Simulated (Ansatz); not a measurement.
# CaI2 monolayer (1T): from the cell to its phonons

Aim: the vibrations of CaI2 monolayer (1T), their spectra, and whether the structure is stable.

Program: Ansatz 0.2.0. Level of theory: DFT LDA, scalar-relativistic, plane waves, PAW; PAW set soft_1. Results are calculated unless marked as measured.

## (1) The starting structure

The cell holds 3 atoms: 1 Ca and 2 I. Cell: a = 4.450 Å, b = 4.450 Å, c = 20.000 Å, α = 90.0°, β = 90.0°, γ = 120.0°. Vacuum lies along c.

## (2) Bringing the structure to rest

The cell and atoms are relaxed, since residual forces and stress would shift the frequencies.

The program solves this slab on a cell height of its own, 30.4 Å, in place of the one typed.

The input, input.yaml:

```yaml
crystal:
  lattice:
    - [4.45, 0.0, 0.0]
    - [-2.225, 3.85381, 0.0]
    - [0.0, 0.0, 20.0]
  atoms:
    - { symbol: Ca, position: [0.0, 0.0, 0.5] }
    - { symbol: I, position: [0.333333, 0.666667, 0.5825] }
    - { symbol: I, position: [0.666667, 0.333333, 0.4175] }
  periodic: [true, true, false]
kpoints:
  mp_grid: { grid: [6, 6, 1] }
hamiltonian:
  xc: lda
  pseudopotentials: { kind: paw, azcp: { folder: soft_1 }, xc_functional: pbe }
scf:
  occupations: { method: gaussian, width: 0.02 }
output:
  forces: true
  stress: true
  eigenvalues: true
  write_density: true
  write_potential: true
  elf: true
  volumetric_format: npy
relax:
  adjacent_minimum: "off"
  f_tol: 0.005
  max_steps: 80
  cell: { stress_2d_tol: 0.02 }
```

Command:

```sh
> ansatz run input.yaml --threads 4 --pin off --max-ram 16384MiB --backend cpu --events-out ev --progress --plain --runs-dir out
```

Numbers of over 12 decimals in the logs are rounded to 6 here.

The log of the run:

```text
Warning: crystal.periodic: the lattice vector that does not repeat stood 0.000° off the slab's normal, 20.000 Å along it as the deck builds it. The run solves the slab on a vector along the normal, 30.400 Å long, with every atom where it was (on the deck's vector they left 16.70 Å outside them, and the widest stretch free of ions among them is 1.65 Å). A fractional position that the run reports is one of the run's ce [...]
Warning: the atoms were moved onto the symmetric positions of the space group found under crystal.symmetry.tolerance 1.0e-5 (fractional; no operation is sought that the atoms, as they stand in a round, miss by more than twice it, and no atom is moved by as much as it), and the run uses the moved positions. Before a round's move an operation carried an atom to 4.45e-6 Å from where it should land, the largest such dist [...]
crystal.periodic: the lattice vector that does not repeat stood 0.000° off the slab's normal, 20.000 Å along it as the deck builds it. The run solves the slab on a vector along the normal, 30.400 Å long, with every atom where it was (on the deck's vector they left 16.70 Å outside them, and the widest stretch free of ions among them is 1.65 Å). A fractional position that the run reports is one of the run's cell, which [...]
Engine: ansatz 0.2.0, aarch64-unknown-linux-gnu
Pseudopotentials: kind: paw
Pseudopotential: Ca, paw, valence charge 10, recommended cutoff 420 eV (normal), soft_1/Ca.paw.azcp
Pseudopotential: I, paw, valence charge 17, recommended cutoff 420 eV (normal), soft_1/I.paw.azcp
Functional definition: SPW92
  exchange = slater_x
  correlation = pw_c
Crystal: 3 atoms, lattice volume = 521.343 Å³
Basis set: ecut = 420 eV, 10247 PW (Γ)
Bands: 27, of which v1, the nominal top of the filled ones, is band 22 counted from 1 (21 counted from 0)
Symmetry: 12 space group operations
Space group: P-3m1 (ITA 164), of the structure as read, at distance tolerance 8.0e-5 Å
k-points: 7 of 36
Non-local potential: Ca, projectors of the file, l = 0: 3, l = 1: 2, l = 2: 2
Non-local potential: I, projectors of the file, l = 0: 2, l = 1: 2, l = 2: 2, l = 3: 1
PAW form: soft (Blöchl's): semilocal exchange-correlation on the pseudo side does not see the compensation charge
PAW frozen core: Ca, regenerated for the run's functional, and the local potential with it (the file was generated under x = pbe(κ = 0.804, μ = 0.219515), c = pbe(β = 0.066725))
PAW frozen core: I, regenerated for the run's functional, and the local potential with it (the file was generated under x = pbe(κ = 0.804, μ = 0.219515), c = pbe(β = 0.066725))
PAW one-centre angular grid: Ca, 110 points (default); XC on 64 Gauss nodes
PAW one-centre angular grid: I, 590 points (default); XC on 64 Gauss nodes
Initial density: superposition of atomic densities (neutral atoms: chi_scale 0, normalization atom)
Initial wavefunctions: pseudopotential atomic-orbital guess
Functional: x = slater, c = lda
iter 1 solved again at ethr=1.43e-3 eV; its pass at ethr=3.10e-3 eV (dr2=6.31e-1 eV) is discarded
SCF iter   1: F=—  HF=-16489.448151 eV  |F-HF|=—  |Δ(HF+E_count)|=         —  Δρ=6.78e-3  dr2=6.35e-1  ethr=1.43e-3  ⟨swp⟩=1.4  Hψ=2176  notcnv=0
preconditioner: auto → Resta (q_TF=auto, 1.807 Å⁻¹)  ε∞=1.5  [insulator: Δε(μ)=3.740 eV  Ē_g=8.791 eV  σ=0.020 eV  W_gap=1.00  n_scr=58 (ndim 8)  ℏωp=6.5 eV  f_vac=0.757  D(μ)=0.00/eV (n_scr^D=0)  ε∞_Penn≈1.5  vacuum switching on, ρ_ref=5.6e-3 e/Å³]
SCF iter   2: F=—  HF=-16489.300753 eV  |F-HF|=—  |Δ(HF+E_count)|=   1.47e-1  Δρ=3.12e-3  dr2=7.88e-2  ethr=1.43e-3  ⟨swp⟩=4.6  Hψ=367  notcnv=0
SCF iter   3: F=—  HF=-16489.289502 eV  |F-HF|=—  |Δ(HF+E_count)|=   1.13e-2  Δρ=1.34e-3  dr2=1.13e-2  ethr=1.79e-4  ⟨swp⟩=3.3  Hψ=340  notcnv=0
SCF iter   4: F=—  HF=-16489.289387 eV  |F-HF|=—  |Δ(HF+E_count)|=   1.15e-4  Δρ=3.19e-4  dr2=4.78e-4  ethr=2.57e-5  ⟨swp⟩=3.4  Hψ=395  notcnv=0  defer=2
SCF iter   5: F=—  HF=-16489.289448 eV  |F-HF|=—  |Δ(HF+E_count)|=   6.11e-5  Δρ=1.05e-4  dr2=3.49e-5  ethr=1.09e-6  ⟨swp⟩=3.0  Hψ=317  notcnv=0  defer=2
SCF iter   6: F=—  HF=-16489.289615 eV  |F-HF|=—  |Δ(HF+E_count)|=   1.67e-4  Δρ=1.68e-5  dr2=1.21e-6  ethr=7.94e-8  ⟨swp⟩=3.1  Hψ=388  notcnv=0  defer=2
iter 7 did not close the SCF: its close was put off until two iterations running show no level that it waits for move by more than its bar (scf_convergence_deferred on its scf_iter line)
SCF iter   7: F=-16489.289614 eV  HF=-16489.289614 eV  |F-HF|=6.80e-10  |Δ(HF+E_count)|=   2.93e-7  Δρ=4.48e-6  dr2=6.06e-8  ethr=2.27e-10  ⟨swp⟩=21.9  Hψ=1922  notcnv=0
iter 8 did not close the SCF: its close was put off until two iterations running show no level that it waits for move by more than its bar (scf_convergence_deferred on its scf_iter line)
SCF iter   8: F=-16489.289614 eV  HF=-16489.289614 eV  |F-HF|=3.75e-9  |Δ(HF+E_count)|=   1.60e-8  Δρ=1.21e-6  dr2=5.38e-9  ethr=1.38e-10  ⟨swp⟩=9.0  Hψ=1284  notcnv=0
SCF iter   9: F=-16489.289614 eV  HF=-16489.289614 eV  |F-HF|=8.00e-11  |Δ(HF+E_count)|=   1.47e-9  Δρ=1.53e-7  dr2=8.38e-11  ethr=1.22e-11  ⟨swp⟩=8.1  Hψ=1191  notcnv=0
SCF 1 converged in 9 iterations: F = -16489.289614 eV  dr2 = 8.38e-11
  greatest PAW one-centre occupation: 0.999 electrons in one spin orbital (limit 2), on the I atom at site 2 (counted from 0), in its partial waves of l = 2
relax step   1: F+E_penalty+E_count = -16489.28961450 eV  Δ(F+E_penalty+E_count) = +0.000e0 eV  max|allowed force component| = 1.913e-1 eV/Å  Δτ_max = 0.0000 Å  P = -0.125 N/m  Ω = 521.343 Å³  fix = [c, alpha, beta]  reactions: c -0.000 N/m  (9 SCF iters, dr2 threshold 1.00e-7 eV, accepted)
Crystal: 3 atoms, lattice volume = 512.488 Å³
Basis set: ecut = 420 eV, 10091 PW (Γ)
Initial density: handed on by an earlier stage of this run
Initial wavefunctions: those handed on with the density
iter 1 solved again at ethr=4.96e-5 eV; its pass at ethr=3.10e-3 eV (dr2=2.18e-2 eV) is discarded
SCF iter   1: F=—  HF=-16489.309084 eV  |F-HF|=—  |Δ(HF+E_count)|=         —  Δρ=1.04e-3  dr2=1.47e-2  ethr=4.96e-5  ⟨swp⟩=3.6  Hψ=1498  notcnv=0
preconditioner: auto → Resta (q_TF=auto, 1.812 Å⁻¹)  ε∞=1.5  [insulator: Δε(μ)=3.706 eV  Ē_g=8.875 eV  σ=0.020 eV  W_gap=1.00  n_scr=58 (ndim 8)  ℏωp=6.6 eV  f_vac=0.756  D(μ)=0.00/eV (n_scr^D=0)  ε∞_Penn≈1.5  vacuum switching on, ρ_ref=5.7e-3 e/Å³]
SCF iter   2: F=—  HF=-16489.305839 eV  |F-HF|=—  |Δ(HF+E_count)|=   3.24e-3  Δρ=4.98e-4  dr2=2.18e-3  ethr=3.34e-5  ⟨swp⟩=5.4  Hψ=411  notcnv=0
SCF iter   3: F=—  HF=-16489.305374 eV  |F-HF|=—  |Δ(HF+E_count)|=   4.65e-4  Δρ=2.63e-4  dr2=3.15e-4  ethr=4.95e-6  ⟨swp⟩=3.3  Hψ=355  notcnv=0
[...]
Crystal: 3 atoms, lattice volume = 508.364 Å³
Basis set: ecut = 420 eV, 10007 PW (Γ)
iter 1 solved again at ethr=1.85e-6 eV; its pass at ethr=3.10e-3 eV (dr2=8.15e-4 eV) is discarded
SCF iter   1: F=—  HF=-16489.310311 eV  |F-HF|=—  |Δ(HF+E_count)|=         —  Δρ=2.00e-4  dr2=1.11e-3  ethr=1.85e-6  ⟨swp⟩=3.3  Hψ=1384  notcnv=0
preconditioner: auto → Resta (q_TF=auto, 1.815 Å⁻¹)  ε∞=1.6  [insulator: Δε(μ)=3.610 eV  Ē_g=8.831 eV  σ=0.020 eV  W_gap=1.00  n_scr=58 (ndim 8)  ℏωp=6.6 eV  f_vac=0.757  D(μ)=0.00/eV (n_scr^D=0)  ε∞_Penn≈1.6  vacuum switching on, ρ_ref=5.7e-3 e/Å³]
SCF iter   2: F=—  HF=-16489.310058 eV  |F-HF|=—  |Δ(HF+E_count)|=   2.53e-4  Δρ=1.02e-4  dr2=1.51e-4  ethr=1.85e-6  ⟨swp⟩=3.9  Hψ=420  notcnv=0
SCF iter   3: F=—  HF=-16489.310170 eV  |F-HF|=—  |Δ(HF+E_count)|=   1.12e-4  Δρ=3.38e-5  dr2=8.22e-6  ethr=3.43e-7  ⟨swp⟩=3.0  Hψ=315  notcnv=0
iter 4 did not close the SCF: its close was put off until two iterations running show no level that it waits for move by more than its bar (scf_convergence_deferred on its scf_iter line)
SCF iter   4: F=-16489.310169 eV  HF=-16489.310169 eV  |F-HF|=7.95e-9  |Δ(HF+E_count)|=   1.27e-6  Δρ=5.16e-6  dr2=1.76e-7  ethr=6.82e-10  ⟨swp⟩=16.6  Hψ=2050  notcnv=0
SCF iter   5: F=-16489.310169 eV  HF=-16489.310169 eV  |F-HF|=1.15e-9  |Δ(HF+E_count)|=   2.67e-8  Δρ=1.15e-6  dr2=5.61e-9  ethr=3.99e-10  ⟨swp⟩=10.0  Hψ=1484  notcnv=0
SCF 3 converged in 5 iterations: F = -16489.310169 eV  dr2 = 5.61e-9
relax step   3: F+E_penalty+E_count = -16489.31016909 eV  Δ(F+E_penalty+E_count) = -4.686e-3 eV  max|allowed force component| = 3.458e-2 eV/Å  Δτ_max = 0.0062 Å  P = -0.342 N/m  Ω = 508.364 Å³  energy of the carried Pulay correction = +3.521e-4 eV  fix = [c, alpha, beta]  reactions: c -0.000 N/m  (5 SCF iters, dr2 threshold 3.00e-7 eV, accepted)
[...]
relax step   4: F+E_penalty+E_count = -16489.31387983 eV  Δ(F+E_penalty+E_count) = -3.711e-3 eV  max|allowed force component| = 1.162e-2 eV/Å  Δτ_max = 0.0106 Å  P = +0.005 N/m  Ω = 497.969 Å³  energy of the carried Pulay correction = +6.417e-4 eV  fix = [c, alpha, beta]  reactions: c +0.000 N/m  (5 SCF iters, dr2 threshold 1.66e-7 eV, accepted)
[...]
relax step   5: F+E_penalty+E_count = -16489.31394787 eV  Δ(F+E_penalty+E_count) = -6.804e-5 eV  max|allowed force component| = 1.040e-3 eV/Å  Δτ_max = 0.0046 Å  P = -0.006 N/m  Ω = 497.323 Å³  energy of the carried Pulay correction = +6.599e-4 eV  fix = [c, alpha, beta]  reactions: c -0.000 N/m  (5 SCF iters, dr2 threshold 8.45e-9 eV, accepted)
Initial wavefunctions: pseudopotential atomic-orbital guess (no wavefunctions were taken with the density)
iter 1 solved again at ethr=2.66e-7 eV; its pass at ethr=3.10e-3 eV (dr2=1.17e-4 eV) is discarded
SCF iter   1: F=—  HF=-16489.313116 eV  |F-HF|=—  |Δ(HF+E_count)|=         —  Δρ=2.45e-5  dr2=5.24e-7  ethr=2.66e-7  ⟨swp⟩=6.3  Hψ=2684  notcnv=0
preconditioner: auto → Resta (q_TF=auto, 1.821 Å⁻¹)  ε∞=1.6  [insulator: Δε(μ)=3.545 eV  Ē_g=8.901 eV  σ=0.020 eV  W_gap=1.00  n_scr=58 (ndim 8)  ℏωp=6.7 eV  f_vac=0.756  D(μ)=0.00/eV (n_scr^D=0)  ε∞_Penn≈1.6  vacuum switching on, ρ_ref=5.7e-3 e/Å³]
SCF iter   2: F=—  HF=-16489.313258 eV  |F-HF|=—  |Δ(HF+E_count)|=   1.42e-4  Δρ=1.16e-5  dr2=1.03e-7  ethr=1.19e-9  ⟨swp⟩=3.0  Hψ=373  notcnv=0
SCF iter   3: F=—  HF=-16489.313258 eV  |F-HF|=—  |Δ(HF+E_count)|=   6.56e-8  Δρ=2.59e-6  dr2=3.87e-8  ethr=2.34e-10  ⟨swp⟩=3.9  Hψ=395  notcnv=0
SCF iter   4: F=—  HF=-16489.313258 eV  |F-HF|=—  |Δ(HF+E_count)|=   4.88e-9  Δρ=8.70e-7  dr2=7.83e-10  ethr=8.80e-11  ⟨swp⟩=3.3  Hψ=388  notcnv=0
SCF iter   5: F=—  HF=-16489.313258 eV  |F-HF|=—  |Δ(HF+E_count)|=  4.18e-10  Δρ=8.89e-8  dr2=2.47e-11  ethr=1.78e-12  ⟨swp⟩=3.9  Hψ=431  notcnv=0
SCF iter   6: F=—  HF=-16489.313258 eV  |F-HF|=—  |Δ(HF+E_count)|=  3.27e-11  Δρ=2.48e-8  dr2=4.14e-12  ethr=1.00e-12  ⟨swp⟩=11.4  Hψ=1182  notcnv=0
SCF iter   7: F=-16489.313258 eV  HF=-16489.313258 eV  |F-HF|=9.09e-11  |Δ(HF+E_count)|=  4.73e-11  Δρ=5.18e-9  dr2=5.97e-14  ethr=1.00e-12  ⟨swp⟩=7.0  Hψ=812  notcnv=0
SCF 6 converged in 7 iterations: F = -16489.313258 eV  dr2 = 5.97e-14
relax step   6: F+E_penalty+E_count = -16489.31325814 eV  Δ(F+E_penalty+E_count) = +6.897e-4 eV  max|allowed force component| = 1.046e-3 eV/Å  Δτ_max = 0.0000 Å  P = -0.006 N/m  Ω = 497.323 Å³  fix = [c, alpha, beta]  reactions: c -0.000 N/m  stress off target by 5.59e-3 N/m on what of the cell is left free  SCF on the basis re-selected at this cell (its energy is not comparable with the rows above)  (7 SCF iters)
basis re-selected at this cell: Δ(F+E_penalty+E_count) = +6.897e-4 eV, ΔP = +0.000 N/m vs the last step (what re-selecting the basis moved, of the pressure what is left beyond the Pulay correction that the steps carried, after the strain that the cell walked since its last selection, with what the two solves' SCF thresholds leave and, on support functions, any second-order correction that the steps lacked; it is no m [...]
WARN: The output density's exchange-correlation potential varies sharply where the density is thin. Do not read a vacuum level from v_tot or v_xc, or from such a field of the output density. On a cell that repeats whose density bears no net charge and no dipole along the vacuum's axis use v_es (v_loc + v_h of the components); under efield.dipole_correction with no amplitude use v_es + v_field, which holds any externa [...]
SCF converged after 7 iterations
Free energy (F): -16489.313258 eV
Harris-Foulkes:  -16489.313258 eV  (|F-HF|=9.09e-11)
Internal energy: -16489.313258 eV  (E = F + TS)
E sigma→0 (E₀):  -16489.313258 eV
Fermi energy:    -4.963677 eV
--- Per-component energies (eV) ---
  E_band       = -1420.968919
  E_kinetic    = 574.740864
  E_local      = -66522.092963  (includes V_loc(G=0)·N_el)
  E_nonlocal   = 338.433238
  E_hartree    = 32655.048986
  E_xc         = -341.376300
  E_vxc        = -380.803747  (∫ρ·V_xc dr)
  E_paw        = -10079.931746  (= ΣΔE_a)
  E_vpaw       = -741.339370  (= ΣTr[D̂ρ^β])
  E_aug_tail   = -0.004908  (compensation charges beyond the density's cutoff)
  E_ewald      = 26884.024023
  E_core_change = 1.845547  (= ΣΔE_core)
  E_smearing   = -0.000000  (= −TS)
  E_closure    = -0.000000  (closes the sum)
  Σ components = -16489.313258   (vs F -16489.313258, Δ=0.00e0)
--- Forces (eV/Å), atoms counted from 1 ---
  atom   1  Ca    -0.00000000     0.00000000     0.00000000
  atom   2  I      0.00000000    -0.00000000    -0.00104554
  atom   3  I      0.00000000     0.00000000     0.00104554
  max |Σ_I F_I| component: 4.41e-24 eV/Å
--- 2D stress c σ (N/m, compression-positive) ---
       -0.005585      -0.000000      -0.000000
        0.000000      -0.005585      -0.000000
       -0.000000      -0.000000      -0.000000
  P = ½ c Tr σ = -0.0056 N/m
--- Band table (eV; the first three rows and the last of 7) ---
  k-point 0: bands = [... 18 lower, -7.4788, -7.2937, -6.7360, -6.7360, -2.3265, -2.2470, -2.2470, -1.8814, ... 1 higher]
  k-point 1: bands = [... 18 lower, -7.5091, -7.4663, -7.1042, -6.9393, -2.5676, -1.9367, -1.9248, -1.5078, ... 1 higher]
  k-point 2: bands = [... 18 lower, -8.0434, -7.5613, -7.3107, -7.2949, -3.0156, -1.5358, -1.3874, -1.0016, ... 1 higher]
  k-point 6: bands = [... 18 lower, -8.6314, -8.0229, -7.6459, -7.6459, -1.9169, -1.7332, -1.7332, -0.6901, ... 1 higher]
--- Relaxed structure (5 steps of the walk, 5 accepted, 1 SCFs on fresh bases) ---
  F+E_penalty+E_count = -16489.31325814 eV   max|allowed force component| = 1.046e-3 eV/Å   (the final SCF, on the basis selected at the relaxed cell)
  cell:  # Å, volume = 497.3231 Å³
    - [4.346275, 0.0, 0]
    - [-2.173138, 3.763985, 0]
    - [0, 0, 30.400000]
  atoms:
    - { symbol: Ca, position: [0, 0, 0.328947] }
    - { symbol: I, position: [0.333333, 0.666667, 0.386614] }
    - { symbol: I, position: [0.666667, 0.333333, 0.271280] }
```

Wall time 23 s (4 threads of Arm Neoverse N1, shared host); peak memory 0.71 GiB.

Relaxation path:

| step | energy less that of the first step (eV) | largest force component (eV/Å) | volume (Å³) |
| --- | --- | --- | --- |
| 1 | 0.0000 | 0.1913 | 521.34 |
| 2 | -0.0159 | 0.0908 | 512.49 |
| 3 | -0.0206 | 0.0346 | 508.36 |
| 4 | -0.0243 | 0.0116 | 497.97 |
| 5 | -0.0243 | 0.0010 | 497.32 |
| 6* | -0.0236 | 0.0010 | 497.32 |

Relaxation steps marked * repeat the geometry before them on a plane-wave basis chosen anew for their cell, so energy and pressure can jump there.

The run keeps the 12 symmetry operations that it works with, so distortions that break them were not tested.

| cell as run | before | after | change |
| --- | --- | --- | --- |
| a (Å) | 4.450 | 4.346 | -2.3 % |
| b (Å) | 4.450 | 4.346 | -2.3 % |

The atoms that moved most (Å, along periodic axes as changes of fractional coordinates times the final cell, across vacuum about the mean position):

| atom | dx | dy | dz | length |
| --- | --- | --- | --- | --- |
| I2 | 0.000 | 0.000 | 0.103 | 0.103 |
| I3 | 0.000 | 0.000 | -0.103 | 0.103 |

Final coordinates:

```cif
data_structure
_symmetry_space_group_name_H-M 'P 1'
_symmetry_Int_Tables_number 1
_cell_length_a 4.3463
_cell_length_b 4.3463
_cell_length_c 30.4000
_cell_angle_alpha 90.000
_cell_angle_beta 90.000
_cell_angle_gamma 120.000
_cell_volume 497.32
loop_
_atom_site_label
_atom_site_type_symbol
_atom_site_fract_x
_atom_site_fract_y
_atom_site_fract_z
_atom_site_occupancy
Ca1 Ca 0.00000 0.00000 0.32895 1
I2 I 0.33333 0.66667 0.38661 1
I3 I 0.66667 0.33333 0.27128 1
```

Numbers from this step:

```
gap on the k-mesh  : 3.545 eV
direct gap on mesh : 4.279 eV
area per atom      : 5.453 Å²
```

ELF in the ac plane at fractional y = 0.000, with atoms of Ca within 0.2 Å of it. It is the smooth field of the valence electrons, not physical close to the nuclei.

Values, 24 rows by 14 columns, each cell a mean:
```
0.00 0.00 0.00 0.00 0.00 0.00 0.00 0.00 0.00 0.00 0.00 0.00 0.00 0.00
0.00 0.00 0.00 0.00 0.00 0.00 0.00 0.00 0.00 0.00 0.00 0.00 0.00 0.00
0.00 0.00 0.00 0.00 0.00 0.00 0.00 0.00 0.00 0.00 0.00 0.00 0.00 0.00
0.00 0.00 0.00 0.00 0.00 0.00 0.00 0.00 0.00 0.00 0.00 0.00 0.00 0.00
0.00 0.00 0.00 0.00 0.00 0.00 0.00 0.00 0.00 0.00 0.00 0.00 0.00 0.00
0.00 0.00 0.00 0.00 0.00 0.00 0.00 0.00 0.00 0.00 0.00 0.00 0.00 0.00
0.00 0.00 0.00 0.00 0.00 0.00 0.00 0.00 0.00 0.00 0.00 0.00 0.00 0.00
0.00 0.00 0.00 0.00 0.00 0.00 0.00 0.00 0.00 0.00 0.00 0.00 0.00 0.00
0.00 0.00 0.00 0.00 0.00 0.00 0.00 0.00 0.00 0.00 0.00 0.00 0.00 0.00
0.00 0.00 0.00 0.00 0.00 0.00 0.00 0.00 0.00 0.00 0.00 0.00 0.00 0.00
0.00 0.00 0.00 0.00 0.00 0.00 0.00 0.00 0.00 0.00 0.00 0.00 0.00 0.00
0.00 0.00 0.00 0.00 0.00 0.00 0.00 0.00 0.00 0.00 0.00 0.00 0.00 0.00
0.00 0.00 0.00 0.00 0.01 0.03 0.04 0.05 0.04 0.02 0.01 0.00 0.00 0.00
0.01 0.01 0.04 0.12 0.26 0.40 0.47 0.49 0.45 0.35 0.21 0.08 0.02 0.01
0.02 0.04 0.15 0.40 0.63 0.73 0.75 0.75 0.75 0.71 0.56 0.30 0.09 0.03
0.62 0.59 0.44 0.21 0.21 0.38 0.46 0.48 0.44 0.32 0.18 0.28 0.51 0.61
0.66 0.63 0.48 0.22 0.19 0.34 0.43 0.44 0.41 0.29 0.16 0.31 0.55 0.65
0.02 0.04 0.14 0.39 0.64 0.73 0.75 0.75 0.75 0.71 0.56 0.29 0.09 0.03
0.01 0.01 0.04 0.14 0.29 0.42 0.49 0.51 0.48 0.38 0.23 0.09 0.03 0.01
0.00 0.00 0.00 0.01 0.02 0.03 0.05 0.05 0.05 0.03 0.01 0.00 0.00 0.00
0.00 0.00 0.00 0.00 0.00 0.00 0.00 0.00 0.00 0.00 0.00 0.00 0.00 0.00
0.00 0.00 0.00 0.00 0.00 0.00 0.00 0.00 0.00 0.00 0.00 0.00 0.00 0.00
0.00 0.00 0.00 0.00 0.00 0.00 0.00 0.00 0.00 0.00 0.00 0.00 0.00 0.00
0.00 0.00 0.00 0.00 0.00 0.00 0.00 0.00 0.00 0.00 0.00 0.00 0.00 0.00
```
Columns run along a (4.3 Å), rows up along c (30.4 Å). Atoms in or near the plane, at fractional coordinates: Ca at (0.00, 0.33).

Electrostatic potential energy in the ac plane at fractional y = 0.000, with atoms of Ca within 0.2 Å of it. With pseudopotentials it is smooth inside the atoms' cores, unlike the true potential.

Ten even steps from '_' (-10 eV) to '@' (0 eV), each cell a mean:
```
@@@@@@@@@@@@@@@@@@@@@@@@@@@@
@@@@@@@@@@@@@@@@@@@@@@@@@@@@
@@@@@@@@@@@@@@@@@@@@@@@@@@@@
@@@@@@@@@@@@@@@@@@@@@@@@@@@@
@@@@@@@@@@@@@@@@@@@@@@@@@@@@
@@@@@@@@@@@@@@@@@@@@@@@@@@@@
@@@@@@@@@@@@@@@@@@@@@@@@@@@@
@@@@@@@@@@@@@@@@@@@@@@@@@@@@
@@@@@@@@@@@@@@@@@@@@@@@@@@@@
@@@@@@@@@@@@@@@@@@@@@@@@@@@@
@@@@@@@@@@@@@@@@@@@@@@@@@@@@
@@@@@@@@@@@@@@@@@@@@@@@@@@@@
@@@@@@@@@@@@@@@@@@@@@@@@@@@@
@@@@@@@@@@@@@@@@@@@@@@@@@@@@
##########++====++**########
______::==********++--..____
______..==****##**++--..____
##########++======**########
@@@@@@@@@@@@@@%%@@@@@@@@@@@@
@@@@@@@@@@@@@@@@@@@@@@@@@@@@
@@@@@@@@@@@@@@@@@@@@@@@@@@@@
@@@@@@@@@@@@@@@@@@@@@@@@@@@@
@@@@@@@@@@@@@@@@@@@@@@@@@@@@
@@@@@@@@@@@@@@@@@@@@@@@@@@@@
```
Columns run along a (4.3 Å; values clipped at the 3rd and 97th percentile), rows up along c (30.4 Å). Atoms in or near the plane, at fractional coordinates: Ca at (0.00, 0.33).

(Part 1 of 3 ends here.)

[Logs are printed without paths, hosts, clocks, repeated set-up lines and the standing remarks that a program may print on its own settings, such as how far it seeks lower states.]

[Hosts, paths, dates, database ids (printed as entryN), source tags and the programs' standing remarks are cut or masked in the printed files.]
